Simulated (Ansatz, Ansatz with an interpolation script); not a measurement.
An input for Ansatz 0.2.0 (Cs2TlBiF6 (Fm-3m)):

```yaml
crystal:
  lattice:
    - [0.0, 4.8635, 4.8635]
    - [4.8635, 0.0, 4.8635]
    - [4.8635, 4.8635, 0.0]
  atoms:
    - { symbol: Cs, position: [0.25, 0.25, 0.25] }
    - { symbol: Cs, position: [0.75, 0.75, 0.75] }
    - { symbol: Tl, position: [0.5, 0.5, 0.5] }
    - { symbol: Bi, position: [0.0, 0.0, 0.0] }
    - { symbol: F, position: [0.77, 0.23, 0.23] }
    - { symbol: F, position: [0.23, 0.77, 0.23] }
    - { symbol: F, position: [0.23, 0.77, 0.77] }
    - { symbol: F, position: [0.77, 0.23, 0.77] }
    - { symbol: F, position: [0.23, 0.23, 0.77] }
    - { symbol: F, position: [0.77, 0.77, 0.23] }
kpoints:
  mp_grid: { grid: [2, 2, 2] }
hamiltonian:
  xc: lda
  pseudopotentials: { kind: paw, azcp: { folder: soft_1 }, xc_functional: pbe }
scf:
  occupations: { method: fixed }
gw:
  n_empty_bands: 774
  ecut_chi: 130.0
  qp_bands: [v19, c6]
  screening: { model: contour_deformation }
```

```sh
ansatz run input.yaml --threads 2 --pin off --max-ram 92160MiB --backend cuda --events-out ev --progress --plain --runs-dir out --devices 1 --max-vram 13GiB
```

Question: How long will it take on 1 × NVIDIA H100 80GB HBM3 (shared by 6 runs) with 2 threads of AMD EPYC 7R13 (Zen 3), shared host, and how much memory?

It took 20 s; on shared hardware allow 9.8 s to 39 s. Peak host memory was 1.7 GiB. The sizes that set the cost: 4573 plane waves a state, 3 irreducible k points, 818 bands summed, 749 plane waves in the screening and 9 SCF cycles.

The screening grows as filled bands × empty bands × pairs of k points, times the square of the screening basis for the matrix.

[Paths, hosts, dates, memory and timing lines, banners, echoed tables and standing remarks are left out of the program output.]

[Logs are printed without paths, hosts, clocks, repeated set-up lines and the standing remarks that a program may print on its own settings, such as how far it seeks lower states.]

[Runs of the session that timed out or met a known fault of the program may be left out.]

[Hosts, paths, dates, database ids (printed as entryN), source tags and the programs' standing remarks are cut or masked in the printed files.]
